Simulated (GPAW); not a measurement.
Consider zinc-blende (AlAs)1-x(InAs)x, x = 0.75.

```xyz
16
Lattice="0.0000 5.9588 5.9588 5.9588 0.0000 5.9588 5.9588 5.9588 0.0000" Properties=species:S:1:pos:R:3 pbc="T T T"
In    5.9589   11.9092    5.9610
As    1.5550    1.4130    1.5526
In    8.9195    2.9818    5.9623
As    4.5277    4.4009    1.5441
Al    8.9439   11.9046    8.9532
As    4.4751    1.4813    4.3614
Al    5.9573    8.9257    8.9350
As    7.4387    4.4619    4.3560
In    5.9623    2.9711    8.9172
As    1.4948    4.4638    4.4540
In    2.9962    5.9599    2.9758
As    4.4745    7.4543    4.4721
In    2.9905    2.9789    5.9520
As    4.4161    4.5270    7.5060
In    5.9723    5.9604    5.9657
As    7.4057    7.5051    7.5081
```

Absorber: atom 2, with 1 Al at 2.48 Å and 3 In at 2.61 Å (distorted tetrahedral). Method: GPAW, LDA, excited-electron core hole (neutral cell), 16-atom cell with 8.4 Å between holes, 4×4×4 k points, dipole transitions, Gaussian full width 2.14 eV up to 4 eV, rising linearly to 3.5 eV at 25 eV.

**Question.** What does the As K edge look like?

Main maxima up to 27 eV above the zero (height): 3.4 eV (1.50), 12.0 eV (0.85) and 22.0 eV (0.95). A K edge sees empty p states on the absorber. 

The As K spectrum (energy from the lowest empty level; intensity scaled to a mean of 1 over the first 20 eV):

| E (eV) | intensity |
| --- | --- |
| -2.0 | 0.02 |
| -1.5 | 0.06 |
| -1.0 | 0.17 |
| -0.5 | 0.38 |
| 0.0 | 0.67 |
| 0.5 | 0.96 |
| 1.0 | 1.16 |
| 1.5 | 1.25 |
| 2.0 | 1.31 |
| 2.5 | 1.40 |
| 3.0 | 1.48 |
| 3.5 | 1.49 |
| 4.0 | 1.45 |
| 4.5 | 1.41 |
| 5.0 | 1.39 |
| 5.5 | 1.38 |
| 6.0 | 1.33 |
| 6.5 | 1.26 |
| 7.0 | 1.17 |
| 7.5 | 1.06 |
| 8.0 | 0.93 |
| 8.5 | 0.80 |
| 9.0 | 0.71 |
| 9.5 | 0.68 |
| 10.0 | 0.70 |
| 10.5 | 0.75 |
| 11.0 | 0.80 |
| 11.5 | 0.83 |
| 12.0 | 0.85 |
| 12.5 | 0.84 |
| 13.0 | 0.83 |
| 13.5 | 0.83 |
| 14.0 | 0.83 |
| 14.5 | 0.84 |
| 15.0 | 0.84 |
| 15.5 | 0.84 |
| 16.0 | 0.83 |
| 16.5 | 0.81 |
| 17.0 | 0.80 |
| 17.5 | 0.80 |
| 18.0 | 0.82 |
| 18.5 | 0.85 |
| 19.0 | 0.88 |
| 19.5 | 0.91 |
| 20.0 | 0.92 |
| 20.5 | 0.93 |
| 21.0 | 0.94 |
| 21.5 | 0.95 |
| 22.0 | 0.95 |
| 22.5 | 0.95 |
| 23.0 | 0.93 |
| 23.5 | 0.89 |
| 24.0 | 0.85 |
| 24.5 | 0.80 |
| 25.0 | 0.76 |
| 25.5 | 0.74 |
| 26.0 | 0.74 |
| 26.5 | 0.77 |
| 27.0 | 0.81 |
| 27.5 | 0.85 |

The script folds with a Gaussian, whereas the core hole's own line is a Lorentzian, so the onset is too steep and the first peak too high.

[Banner, clock and machine lines of the logs are left out without a mark of their own.]

[Logs are printed without paths, hosts, clocks, repeated set-up lines and the standing remarks that a program may print on its own settings, such as how far it seeks lower states.]

[Hosts, paths, dates, database ids (printed as entryN), source tags and the programs' standing remarks are cut or masked in the printed files.]

[Lists of maxima count a maximum above −3 eV only where it reaches 4 % of the highest in the window and stands out from its surroundings by 2 % of it (1.5 % where it reaches 55 %); shoulders and weaker maxima are passed over, and of the rest the first, up to two pre-edge ones and the few strongest are named.]
